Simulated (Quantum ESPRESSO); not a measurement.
**KCl (Sylvite): a mode Grüneisen parameter, worked out**

By how much does an optical zone-centre mode of KCl (Sylvite) shift under hydrostatic pressure?

Main program and level: Quantum ESPRESSO 7.5; DFT LDA, scalar-relativistic, plane waves, PseudoDojo norm-conserving pseudopotentials.

## 1. Set-up

It takes space group Fm-3m (No. 225, cubic). Conventional cell: a = 6.075 Å, b = 6.075 Å, c = 6.075 Å, α = 90.00°, β = 90.00°, γ = 90.00°. K has 6 Cl at 3.04 Å nearest. Nearest to Cl lie 6 K at 3.04 Å. Farther neighbours and most contacts between anions are not listed.

Coordinates:

```cif
data_structure
_symmetry_space_group_name_H-M 'P 1'
_symmetry_Int_Tables_number 1
_cell_length_a 4.2957
_cell_length_b 4.2957
_cell_length_c 4.2957
_cell_angle_alpha 60.000
_cell_angle_beta 60.000
_cell_angle_gamma 60.000
_cell_volume 56.05
loop_
_atom_site_label
_atom_site_type_symbol
_atom_site_fract_x
_atom_site_fract_y
_atom_site_fract_z
_atom_site_occupancy
K1 K 0.00000 0.00000 0.00000 1
Cl2 Cl 0.50000 0.50000 0.50000 1
```

This is the cell after its relaxation at this level of theory, not the database cell from which that began.

## 2. Runs at several volumes

The relaxed cell is scaled uniformly; in this structure symmetry fixes all atoms, so nothing has to be relaxed anew. Each volume gets a ground state and a response at Γ. The mode followed is the highest one without the macroscopic field, of symmetry T1u; longitudinal polar modes lie higher. Cutoff 79 Ry, k mesh 8×8×8.

From the response at V/V₀ = 0.97:

The program printed:

```text
[banners, grids, parts of the stress and lines that vanish by symmetry left out]
Program PHONON v.7.5
     Reading xml data from directory:

[...]
Exchange-correlation= PW
                           (   1   4   0   0   0   0   0)
[...]
kinetic-energy cut-off    =      79.0000  Ry
     charge density cut-off    =     316.0000  Ry
     convergence threshold     =      1.0E-18
[...]
Exchange-correlation= PW
                           (   1   4   0   0   0   0   0)
[...]
q = (   0.0000000   0.0000000   0.0000000 )
     49 Sym.Ops. (with q -> -q+G )
     G cutoff = 1033.7316  (  34717 G-vectors)     FFT grid: ( 45, 45, 45)
     number of k points=    29
[...]
Mode symmetry, O_h (m-3m)  point group:
[...]
Dielectric constant
[...]
End of electric fields calculation
          Dielectric constant in cartesian axis
          (       2.547035820       0.000000000      -0.000000000 )
          (       0.000000000       2.547035820       0.000000000 )
          (      -0.000000000       0.000000000       2.547035820 )
          Effective charges (d Force / dE) in cartesian axis without acoustic sum rule applied (asr)
           atom    1  K     Mean Z*:        1.10561
      Ex  (        1.10561        0.00000       -0.00000 )
      Ey  (        0.00000        1.10561       -0.00000 )
      Ez  (        0.00000       -0.00000        1.10561 )
           atom    2  Cl    Mean Z*:       -1.10618
      Ex  (       -1.10618       -0.00000        0.00000 )
      Ey  (        0.00000       -1.10618        0.00000 )
      Ez  (       -0.00000       -0.00000       -1.10618 )
          Effective charges Sum: Mean:       -0.00057
[...]
Effective charges (d Force / dE) in cartesian axis with asr applied:
           atom    1  K     Mean Z*:        1.10589
[...]
atom    2  Cl    Mean Z*:       -1.10589
[...]
Representation #   1 modes #   1   2   3
[...]
End of self-consistent calculation
     Convergence has been achieved
     Representation #   2 modes #   4   5   6
[...]
End of self-consistent calculation
     Convergence has been achieved
[...]
Dielectric constant in cartesian axis
          (       2.547035820       0.000000000      -0.000000000 )
          (       0.000000000       2.547035820       0.000000000 )
          (      -0.000000000       0.000000000       2.547035820 )
          Effective charges (d Force / dE) in cartesian axis without acoustic sum rule applied (asr)
           atom    1  K     Mean Z*:        1.10561
      Ex  (        1.10561        0.00000       -0.00000 )
      Ey  (        0.00000        1.10561       -0.00000 )
      Ez  (        0.00000       -0.00000        1.10561 )
           atom    2  Cl    Mean Z*:       -1.10618
      Ex  (       -1.10618       -0.00000        0.00000 )
      Ey  (        0.00000       -1.10618        0.00000 )
      Ez  (       -0.00000       -0.00000       -1.10618 )
          Effective charges Sum: Mean:       -0.00057
[...]
Effective charges (d Force / dE) in cartesian axis with asr applied:
           atom    1  K     Mean Z*:        1.10589
[...]
atom    2  Cl    Mean Z*:       -1.10589
[...]
q = (    0.000000000   0.000000000   0.000000000 )
[...]
freq (    1) =      -0.030875 [THz] =      -1.029872 [cm-1]
     freq (    2) =      -0.030875 [THz] =      -1.029872 [cm-1]
     freq (    3) =      -0.030875 [THz] =      -1.029872 [cm-1]
     freq (    4) =       5.185142 [THz] =     172.957723 [cm-1]
     freq (    5) =       5.185142 [THz] =     172.957723 [cm-1]
     freq (    6) =       5.185142 [THz] =     172.957723 [cm-1]
[...]
Mode symmetry, O_h (m-3m)  point group:
     freq (   1-   3) =         -1.0  [cm-1]   --> T_1u G_15  G_4- I
     freq (   4-   6) =        173.0  [cm-1]   --> T_1u G_15  G_4- I

   JOB DONE.
```

One volume, V/V₀ = 1, is held back as a test.

| V/V₀ | volume (Å³/atom) | pressure (GPa) | ω (cm⁻¹) |
| --- | --- | --- | --- |
| 0.97 | 27.185 | 0.80 | 172.96 |
| 1 | 28.026 | 0.00 | held back |
| 1.03 | 28.867 | -0.67 | 150.63 |

## 3. The fit

The mode Grüneisen parameter is γ = −d ln ω / d ln V.

| ln(V/V₀) | ln ω |
| --- | --- |
| -0.0305 | 5.1531 |
| 0.0296 | 5.0148 |

A straight line through these points has the slope -2.303, so γ = 2.30; at V/V₀ = 1 it predicts ω = exp(5.0829 + 0.0000) = 161.24 cm⁻¹.

A parabola of pressure against ln V through V/V₀ = 0.97, 1 and 1.03 gives the bulk modulus B = −dP/d ln V = 24.4 GPa at V₀. With ω₀ from the fitted line the pressure coefficient follows as dω/dP = γ ω₀ / B = 2.30 × 161.2 / 24.4 = 15.2 cm⁻¹/GPa.

## 4. The run that was held back

The program printed:

```text
[banners, grids, parts of the stress and lines that vanish by symmetry left out]
[banner, memory and clock lines left out]
Program PHONON v.7.5

[...]
Exchange-correlation= PW
                           (   1   4   0   0   0   0   0)
[...]
(   8 q-points):
[...]
kinetic-energy cut-off    =      79.0000  Ry
     charge density cut-off    =     316.0000  Ry
     convergence threshold     =      1.0E-18
[...]
Exchange-correlation= PW
                           (   1   4   0   0   0   0   0)
[...]
q = (   0.0000000   0.0000000   0.0000000 )
     49 Sym.Ops. (with q -> -q+G )
     G cutoff = 1054.9373  (  35749 G-vectors)     FFT grid: ( 45, 45, 45)
     number of k points=    29
[...]
Mode symmetry, O_h (m-3m)  point group:
[...]
Dielectric constant
[...]
End of electric fields calculation
          Dielectric constant in cartesian axis
          (       2.511617162       0.000000000       0.000000000 )
          (       0.000000000       2.511617162       0.000000000 )
          (       0.000000000       0.000000000       2.511617162 )
          Effective charges (d Force / dE) in cartesian axis without acoustic sum rule applied (asr)
           atom    1  K     Mean Z*:        1.10949
      Ex  (        1.10949        0.00000       -0.00000 )
      Ey  (       -0.00000        1.10949       -0.00000 )
      Ez  (        0.00000        0.00000        1.10949 )
           atom    2  Cl    Mean Z*:       -1.11005
      Ex  (       -1.11005       -0.00000       -0.00000 )
      Ey  (       -0.00000       -1.11005        0.00000 )
[...]
Convergence has been achieved
[...]
Convergence has been achieved
[...]
Convergence has been achieved
[...]
q = (    0.000000000  -1.000000000   0.000000000 )
[...]
freq (    5) =       4.973938 [THz] =     165.912722 [cm-1]
     freq (    6) =       5.132110 [THz] =     171.188746 [cm-1]
[...]
Mode symmetry, D_4h(4/mmm) point group:
     freq (   1-   2) =         56.6  [cm-1]   --> E_u  X_5' M_5'
     freq (   3-   3) =        105.1  [cm-1]   --> A_2u X_4' M_4'
     freq (   4-   5) =        165.9  [cm-1]   --> E_u  X_5' M_5'
     freq (   6-   6) =        171.2  [cm-1]   --> A_2u X_4' M_4'
[...]
Mode symmetry, D_2d (-42m) point group:
[...]
Representation #   1 mode #   1
[...]
Convergence has been achieved
     Representation #   2 mode #   2
[...]
Convergence has been achieved
     Representation #   3 modes #   3   4
[...]
End of self-consistent calculation
     Convergence has been achieved
     Representation #   4 modes #   5   6
[...]
End of self-consistent calculation
     Convergence has been achieved
[...]
q = (   -0.500000000  -1.000000000   0.000000000 )
[...]
freq (    1) =       2.563185 [THz] =      85.498633 [cm-1]
     freq (    2) =       2.563185 [THz] =      85.498633 [cm-1]
     freq (    3) =       3.872972 [THz] =     129.188425 [cm-1]
     freq (    4) =       4.032055 [THz] =     134.494879 [cm-1]
     freq (    5) =       5.056790 [THz] =     168.676356 [cm-1]
     freq (    6) =       5.056790 [THz] =     168.676356 [cm-1]
[...]
Mode symmetry, D_2d (-42m) point group:
     freq (   1-   2) =         85.5  [cm-1]   --> E    X_5  W_3
     freq (   3-   3) =        129.2  [cm-1]   --> B_2  X_3  W_2
     freq (   4-   4) =        134.5  [cm-1]   --> A_1  X_1  W_1
     freq (   5-   6) =        168.7  [cm-1]   --> E    X_5  W_3
```

It gives 161.53 cm⁻¹ against the predicted 161.24 cm⁻¹, a miss of 0.3 cm⁻¹.

## 5. Outcome

| Property | Result |
| --- | --- |
| mode Grüneisen parameter | 2.303 |
| bulk modulus | 24.4 GPa |
| pressure coefficient | 15.2 cm⁻¹/GPa |

**Reading.** The highest optical mode of KCl (Sylvite) without the LO-TO term stiffens by 15.2 cm⁻¹ a GPa near the relaxed volume, with γ = 2.30. The power law meets all 3 runs within 0.18 %; between neighbouring volumes γ runs from 2.24 to 2.36. Such a coefficient turns a measured shift of this mode into a hydrostatic stress; uniaxial or biaxial stress splits the mode and needs deformation potentials. These are harmonic values at zero temperature for the structure held cubic, which a run at Γ can't show to be stable; the bulk modulus rests on three points.

[Host names and launcher messages were left out of these logs when they were recorded.]

[Logs are printed without paths, hosts, clocks, repeated set-up lines and the standing remarks that a program may print on its own settings, such as how far it seeks lower states.]

[Hosts, paths, dates, database ids (printed as entryN), source tags and the programs' standing remarks are cut or masked in the printed files.]
